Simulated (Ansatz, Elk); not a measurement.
# Bonding as seen by X-rays: LuBeSi2

The structure of LuBeSi2 used here is made up (a known structure type with other elements) and was relaxed beforehand with PBEsol. The aim is the Fourier transform of its all-electron density, F(hkl), set beside the sum over free spherical atoms that refinements use.

Calculated with Elk 11.2.3 (patched build); DFT, PBE, all-electron APW+lo, Dirac cores, scalar-relativistic bands, static density, no spin.

This account leaves out most program logs.

The structure was built from a prototype and need not be the compound's stable phase.

### Step 1. The structure

Symmetry: Cmcm, No. 63, orthorhombic system. Conventional cell: a = 3.777 Å, b = 15.811 Å, c = 4.016 Å, α = 90.00°, β = 90.00°, γ = 90.00°. Nearest to Lu lie 10 Si at 2.92 to 3.09 Å and 4 Be at 2.97 Å. Nearest to Si lie 4 Be at 2.26 to 2.32 Å and 4 Si at 2.76 Å and 4 Lu at 2.96 to 3.09 Å. Nearest to Si lie 1 Be at 2.17 Å and 2 Si at 2.33 Å and 6 Lu at 2.92 to 2.95 Å. Nearest to Be lie 5 Si at 2.17 to 2.32 Å and 4 Lu at 2.97 Å. Farther neighbours are not listed.

Structure file:

```cif
data_structure
_symmetry_space_group_name_H-M 'P 1'
_symmetry_Int_Tables_number 1
_cell_length_a 8.1279
_cell_length_b 8.1279
_cell_length_c 4.0165
_cell_angle_alpha 90.000
_cell_angle_beta 90.000
_cell_angle_gamma 153.128
_cell_volume 119.93
loop_
_atom_site_label
_atom_site_type_symbol
_atom_site_fract_x
_atom_site_fract_y
_atom_site_fract_z
_atom_site_occupancy
Lu1 Lu 0.10371 0.89629 0.75000 1
Lu2 Lu 0.89629 0.10371 0.25000 1
Si3 Si 0.25227 0.74773 0.25000 1
Si4 Si 0.74773 0.25227 0.75000 1
Si5 Si 0.46283 0.53717 0.75000 1
Si6 Si 0.53717 0.46283 0.25000 1
Be7 Be 0.67413 0.32587 0.25000 1
Be8 Be 0.32587 0.67413 0.75000 1
```

### Step 2. Ground state and structure factors

An all-electron density is needed, since X-rays see the cores too. Task 0 finds the density and task 195 Fourier-transforms it; tshift is off so that phases refer to the origin typed.

elk.in

```
tasks
  0
  195

xctype
  20

spinpol
  .false.

rgkmax
  7.0

gmaxvr
  14.0

lmaxo
  7

lmaxapw
  8

swidth
  0.002

tshift
  .false.

ramdisk
  .false.

hmaxvr
  5.5

maxscl
  120

epspot
  1e-06

sppath
  './'

avec
  3.56888739995 -14.93909700248 0.00000000000
  3.56888739995 14.93909700248 0.00000000000
  0.00000000000 0.00000000000 7.58999923703

atoms
  3
  'Lu.in'
  2
  0.1037123994 0.8962876006 0.7500000000   0.000000 0.000000 0.000000
  0.8962876006 0.1037123994 0.2500000000   0.000000 0.000000 0.000000
  'Si.in'
  4
  0.2522735979 0.7477264021 0.2500000000   0.000000 0.000000 0.000000
  0.7477264021 0.2522735979 0.7500000000   0.000000 0.000000 0.000000
  0.4628256083 0.5371743917 0.7500000000   0.000000 0.000000 0.000000
  0.5371743917 0.4628256083 0.2500000000   0.000000 0.000000 0.000000
  'Be.in'
  2
  0.6741255513 0.3258744487 0.2500000000   0.000000 0.000000 0.000000
  0.3258744487 0.6741255513 0.7500000000   0.000000 0.000000 0.000000

ngridk
  6 6 6
```

On the command line:

```sh
$ OMP_NUM_THREADS=4 elk
```

It took 52 s on 4 threads of INTEL XEON PLATINUM 8581C at 2.30GHz (Emerald Rapids), shared host; peak memory 0.32 GiB.

SFACRHO.OUT:

```text

h k l indices transformed by vhmat matrix:
   1.000000000       0.000000000       0.000000000    
   0.000000000       1.000000000       0.000000000    
   0.000000000       0.000000000       1.000000000    

      h      k      l  multipl.   |H|            Re(F)            Im(F)           |F|

      0      0      0      1   0.0000000       206.00000     -0.35399634E-16   206.00000    
      1     -1      0      2  0.42058669       29.541160      0.49139103E-14   29.541160    
      0      0      1      2  0.82782423     -0.27202682E-13  -0.0000000      0.27202682E-13
     -2      2      0      2  0.84117337      -77.133268      0.73708654E-14   77.133268    
      1      0      0      4  0.90504286       77.481007      0.35099359E-15   77.481007    
     -1      1      1      2  0.92853978      -109.71806      0.42119231E-14   109.71806    
      1     -1      1      2  0.92853978       109.71806      0.42119231E-14   109.71806    
      1     -2      0      4   1.0830000      -57.021832     -0.32466907E-14   57.021832    
     -2      2      1      2   1.1801973      -49.625666     -0.17549680E-14   49.625666    
     -2      2     -1      2   1.1801973       49.625666      0.16672196E-14   49.625666    
      0      1     -1      4   1.2265380       62.677036      0.52649039E-15   62.677036    
      0     -1     -1      4   1.2265380      -62.677036      0.70198718E-15   62.677036    
      3     -3      0      2   1.2617601      -99.151494     -0.61423878E-14   99.151494    
      1     -2      1      4   1.3631514       141.45627      -0.0000000       141.45627    
      1     -2     -1      4   1.3631514      -141.45627      0.24569551E-14   141.45627    
     -2      3      0      4   1.3712992      -130.01418     -0.47384135E-14   130.01418    
     -3      3      1      2   1.5090830       98.380359      0.21059615E-14   98.380359    
     -3      3     -1      2   1.5090830      -98.380359     -0.14039744E-14   98.380359
```

Elk indexes on the primitive cell of elk.in and gives |H| = 4π sin θ/λ in inverse bohr. Below, one row stands for each form hkl of the conventional cell (m members, Friedel mates merged), F is for one primitive cell and the density is static (no thermal factor). Free-atom factors are Waasmaier and Kirfel's, and R is Σm||F|−|F'||/Σm|F|.

```
hkl  m  sin θ/λ (Å⁻¹)  abs F, DFT  neutral atoms   diff.
020  2          0.063      29.541         29.590  -0.049
001  2          0.124       0.000          0.000  +0.000
040  2          0.127      77.133         77.410  -0.277
110  4          0.136      77.481         78.014  -0.533
021  4          0.140     109.718        110.222  -0.504
130  4          0.163      57.022         57.367  -0.345
041  4          0.177      49.626         49.562  +0.064
111  8          0.184      62.677         62.672  +0.005
060  2          0.190      99.151         99.691  -0.539
131  8          0.205     141.456        141.758  -0.302
150  4          0.206     130.014        130.202  -0.188
061  4          0.227      98.380         98.642  -0.262
151  8          0.241      17.452         17.440  +0.012
002  2          0.249     152.346        152.727  -0.381
```

### Step 3. The highest occupied states alone

An energy window below the Fermi level keeps the highest occupied states, to see at which angles they scatter; shallow core shells can lie inside it and anion s states outside. No new self-consistency is needed.

elk.in: that of step 2 with these lines changed.

```diff
@@ -1,3 +1,2 @@
 tasks
-  0
   195
@@ -40,2 +39,5 @@
 
+wsfac
+  -0.207500 0.643730
+
 sppath
```

On the command line:

```sh
$ OMP_NUM_THREADS=4 elk
```

It took 9.9 s on 4 threads; peak memory 0.24 GiB.

States within 15 eV below the Fermi level hold 54.00 electrons; any levels below the window count with the cores. Their amplitudes can exceed the total, where window and core parts have opposite phase:

```
hkl  sin θ/λ (Å⁻¹)  abs F, window  abs F, all
020          0.063          5.771      29.541
001          0.124          0.000       0.000
040          0.127         18.062      77.133
110          0.136         16.956      77.481
021          0.140         22.633     109.718
130          0.163          9.674      57.022
041          0.177         11.776      49.626
111          0.184         14.059      62.677
060          0.190         17.187      99.151
131          0.205         22.637     141.456
```

### Step 4. Another functional

The difference from free atoms is small, so it is set against the change that LDA (Perdew-Wang) makes.

elk.in: that of step 3 with these lines changed.

```diff
@@ -1,2 +1,3 @@
 tasks
+  0
   195
@@ -4,3 +5,3 @@
 xctype
-  20
+  3
 
@@ -39,5 +40,2 @@
 
-wsfac
-  -0.207500 0.643730
-
 sppath
```

On the command line:

```sh
$ OMP_NUM_THREADS=4 elk
```

Wall time 35 s (4 threads); peak memory 0.24 GiB.

Against the first run R = 0.04 %; the largest change is -0.079 at 400.

### Step 5. Basis size

A smaller basis shows how fast F responds to it; the change is likely larger than the basis error of the first run, but doesn't show convergence.

elk.in: that of step 4 with these lines changed.

```diff
@@ -5,3 +5,3 @@
 xctype
-  3
+  20
 
@@ -11,3 +11,3 @@
 rgkmax
-  7.0
+  5.5
```

On the command line:

```sh
$ OMP_NUM_THREADS=4 elk
```

Elapsed: 43 s, on 4 threads; peak memory 0.3 GiB.

Against the first run R = 0.01 %; the largest change is +0.039 at 171.

### Step 6. Settings against the effect

```
              run  R against the first run (%)  R against neutral atoms, low angle (%)  wall time
    PBE, rgkmax 7                         0.00                                    0.27       52 s
LDA (Perdew-Wang)                         0.04                                    0.27       35 s
       rgkmax 5.5                         0.01                                    0.27       43 s
```

### Step 7. What came out

* R against neutral atoms, sin θ/λ < 0.3 Å⁻¹: 0.27 %
* R against neutral atoms, 0.3 to 0.59 Å⁻¹: 0.26 %

**Reading.** Independent neutral atoms miss the calculated amplitudes by R = 0.27 % below 0.3 Å⁻¹ and 0.26 % from there to 0.59 Å⁻¹; by shells, 0.50 % below 0.15 Å⁻¹ (4 forms), 0.24 % 0.15 to 0.3 (21 forms), 0.25 % 0.3 to 0.45 (42 forms), 0.27 % above 0.45 (77 forms). Bonding, aspherical density and the tables' own atoms all enter these figures, and the runs don't part them. The largest change of an amplitude is -0.65 electrons, at 200. The window's part falls from 54.0 electrons at the origin to at most 12.11 between 0.45 and 0.59 Å⁻¹, where compact states inside the window still scatter. Below 0.3 Å⁻¹ the changes that finished (LDA (Perdew-Wang) and rgkmax 5.5) move F by R = 0.02 % at most, against the 0.27 % that separates it from free atoms. The k-mesh has no finished test. Spin-orbit coupling is left out, which can matter for elements this heavy. Part of the difference isn't bonding: the tables are fits to free atoms and ions calculated by other methods than this functional. Thermal motion, anomalous dispersion and extinction are left out.

[Logs are printed without paths, hosts, clocks, repeated set-up lines and the standing remarks that a program may print on its own settings, such as how far it seeks lower states.]

[Hosts, paths, dates, database ids (printed as entryN), source tags and the programs' standing remarks are cut or masked in the printed files.]
